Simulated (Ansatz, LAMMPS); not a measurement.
# Static equation of state of Ga2O3 with crystalline order left by the classical run (100 atoms)

Density of this cell: 5.47 g/cm³. The cell holds 100 atoms: 40 Ga and 60 O. Cell: a = 10.702 Å, b = 10.278 Å, c = 10.400 Å, α = 94.1°, β = 87.6°, γ = 87.6°. The starting structure: 100 atoms (40 Fe, 60 O) placed at random at 4.44 g/cm³, melted at 5000 K for 10 ps at fixed volume with the Morse and Coulomb pair potential with partial charges (Pedone, Malavasi, Menziani, Cormack and Segre, J. Phys. Chem. B 110, 11780 (2006)). Quenched from 5000 K to 300 K at 200 K/ps and fixed volume, held 10 ps at zero pressure, then minimised at fixed cell. Then Fe was replaced by Ga and the cell scaled by 1.003 (the potential has no terms for the new elements, so the cell is a start for a DFT relaxation).

Calculated with Ansatz 0.2.0: Kohn-Sham DFT, PBE, PAW (set soft_2), plane waves; cutoff 420 eV, Γ point, fixed occupations. Cell and atoms were relaxed first, to V0 = 11.388 Å³ an atom at a residual P0 = -0.017 GPa. The cell was then scaled evenly, and the atoms were relaxed at each volume.

```
volume (Å³/atom)  pressure (GPa)
          10.249               ?
          10.705           5.278
          11.046           2.849
          11.730          -2.948
          12.071          -5.424
```

**Question.** Fit the third-order Birch–Murnaghan equation to the rows given and extrapolate to the withheld row.

**Working.**

Take the Eulerian strain f = ½[(V0/V)^(2/3) − 1] and the normalised pressure F = (P − P0) / [3f(1 + 2f)^(5/2)]. The third-order Birch–Murnaghan equation is then the line F = B0 + (3/2)B0(B′ − 4) f, so u = f and v = F.

| u = f | v = F (GPa) |
| --- | --- |
| 0.0210565 | 75.6020 |
| 0.0102567 | 88.5231 |
| -0.00975678 | 105.207 |
| -0.0190506 | 104.263 |

With n = 4: mean u = 6.2647e-4, mean v = 93.3987, Σ(u − ū)² = 0.0010051, Σ(u − ū)(v − v̄) = -0.74692. Slope b = -0.74692 / 0.0010051 = -743.11; intercept a = v̄ − b ū = 93.864.

So B0 = a = 93.9 GPa and B′ = 4 + 2b/(3a) = -1.28. At the withheld volume f = 0.03638, F = a + b f = 66.83 GPa, and P = P0 + 3f(1 + 2f)^(5/2) F.

Prediction at 10.249: 8.678 GPa. The run gave 11.18 GPa, so the fit is low by 2.5 GPa (22 % of the value).

The series isn't one smooth equation of state: even a line fitted to all rows, the withheld one included, misses F by up to 13.3 %, the count of bonds changes along the series and an atom moves over 0.5 Å in some relaxation. B0 and B′ are then only the numbers of this fit, not moduli of the material. Among the rows given, the largest miss of the fit is at 12.071, by 0.19 GPa (1.2 % of the range of the table).

Limits: Static cells at zero temperature; the cell shape is held. The program notes that the SCF threshold of these relaxations is loose for the stress. The quench rate of 200 K/ps is many orders above laboratory rates, so the cell is likely richer in defects and strain than a real sample. The network of bonds at the start is that of the classical potential that made the cell, and needn't be the one that DFT or experiment would give. Only the Γ point is sampled, in a cell whose shortest periodic width is 10 Å.

[Logs are printed without paths, hosts, clocks, repeated set-up lines and the standing remarks that a program may print on its own settings, such as how far it seeks lower states.]

[Hosts, paths, dates, database ids (printed as entryN), source tags and the programs' standing remarks are cut or masked in the printed files.]
